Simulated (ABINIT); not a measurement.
Planning a run of ABINIT 10.8.3 on PbSe (Clausthalite). The input:

```
acell 3*1.0 Angstrom
rprim 
  -0.000000000000 3.060650000000 3.060650000000
  3.060650000000 0.000000000000 3.060650000000
  3.060650000000 3.060650000000 -0.000000000000
ntypat 2
znucl 82 34
natom 2
typat 1 2
xred 
  0.000000000000 0.000000000000 0.000000000000
  0.500000000000 0.500000000000 0.500000000000
pp_dirpath "pseudos"
pseudos "Pb.upf, Se.upf"
ecut 48
nspinor 2
ngkpt 4 4 4
nshiftk 1
shiftk 0 0 0
kptopt 1
chksymbreak 0
iscf -2
irdden 1
istwfk *1
nband 224
nbdbuf 20
tolwfr 1e-09
nstep 60
prtvol 0
indata_prefix "in"
outdata_prefix "out"
tmpdata_prefix "tmp"
```

```sh
OMP_NUM_THREADS=1 mpirun -n 8 abinit run.abi > log
```

Estimate wall time and host memory on 8 MPI ranks of AMD EPYC 9R45, shared host.

It took 1.8 min; on shared hardware allow 55 s to 3.6 min. Peak host memory was 1.0 GiB.

[Paths, hosts, dates, memory and timing lines, banners, echoed tables and standing remarks are left out of the program output.]

[Logs are printed without paths, hosts, clocks, repeated set-up lines and the standing remarks that a program may print on its own settings, such as how far it seeks lower states.]

[Runs of the session that timed out or met a known fault of the program may be left out.]

[Hosts, paths, dates, database ids (printed as entryN), source tags and the programs' standing remarks are cut or masked in the printed files.]

[G0W0 gaps are taken among the corrected bands and points alone; a level outside them can change the order at an edge.]

[Where Ansatz stands beside ABINIT at settings called matched, ABINIT's density can come from a denser mesh and the files from another edition; pairs whose starting gaps differed by over 0.03 eV were left out, so agreement reads better than it is.]
